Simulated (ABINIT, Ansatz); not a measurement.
Records of electronic-structure calculations.

```cif
data_batio3
_symmetry_space_group_name_H-M 'P4mm'
_symmetry_Int_Tables_number 99
_cell_length_a 3.9905
_cell_length_b 3.9905
_cell_length_c 4.0230
_cell_angle_alpha 90.000
_cell_angle_beta 90.000
_cell_angle_gamma 90.000
_cell_volume 64.06
loop_
_atom_site_label
_atom_site_type_symbol
_atom_site_symmetry_multiplicity
_atom_site_Wyckoff_symbol
_atom_site_fract_x
_atom_site_fract_y
_atom_site_fract_z
_atom_site_occupancy
Ba1 Ba 1 a 0.00000 0.00000 0.00000 1
Ti1 Ti 1 b 0.50000 0.50000 0.52200 1
O1 O 1 b 0.50000 0.50000 0.97900 1
O2 O 2 c 0.50000 0.00000 0.48800 1
_calc_subject 'BaTiO3 (P4mm): one start, several treatments of the self-energy'
_calc_method 'RPA screening on PBE, plane waves, norm-conserving pseudopotentials (and 3 further levels or steps)'
_calc_program 'ABINIT 10.8.3'
_calc_settings 'cutoff 38 Ha, PseudoDojo scalar-relativistic 0.4.1 standard, norm-conserving, ngkpt (4, 4, 4), nband 140, ecuteps 5.2 Ha, gwcalctyp 2, nfreqre 16, nfreqim 8, inclvkb 2, freqremax 40 eV, spmeth 1, nomegasf 120, shiftk (0, 0, 0), symchi 1, awtr 1, frequency cd, 4×4×4 k-mesh'
_calc_cost '8 runs, 18 min in all on 4 MPI ranks of Arm Neoverse V1, shared host'
_calc_notes 'The program’s warnings: Min real frequency set to default [Ha] = and nkpt*nsppol () is not a multiple of nproc spkpt (). The cell and positions come from the Crystallography Open Database and are kept as given unless a step says otherwise. Limits: no spin-orbit coupling. The 4×4×4 mesh is coarse for this cell, which bears on the long-range parts of exchange and screening.'
_calc_g0w0_godby_needs_plasmon_pole '3.355 eV'
_calc_g0w0_engel_farid_plasmon_pole '3.470 eV'
_calc_g0w0_von_der_linden_horsch_plasmon_pole '3.489 eV'
_calc_one_shot_hartree_fock '14.119 eV'
_calc_g0w0_contour_deformation '3.384 eV'
_calc_known_limits 'short of the basis limit; no spin-orbit coupling; coarse k mesh'
```

[Long decimals in the printed logs are rounded to 6 places.]

[Logs are printed without paths, hosts, clocks, repeated set-up lines and the standing remarks that a program may print on its own settings, such as how far it seeks lower states.]

[Paths, hosts, dates, memory and timing lines, banners, echoed tables and standing remarks are left out of the program output; an Ansatz launch command may be rebuilt from the run's recorded settings. Measured values are a selection of at most five: reports struck by readers or far from the other reports are left out. None is set beside runs whose start may be inverted or whose files or cutoffs have a known fault.]

[Runs of the session that timed out or met a known fault of the program may be left out.]

[Hosts, paths, dates, database ids (printed as entryN), source tags and the programs' standing remarks are cut or masked in the printed files.]

[G0W0 gaps are taken among the corrected bands and points alone; a level outside them can change the order at an edge.]

[Where Ansatz stands beside ABINIT at settings called matched, ABINIT's density can come from a denser mesh and the files from another edition; pairs whose starting gaps differed by over 0.03 eV were left out, so agreement reads better than it is.]
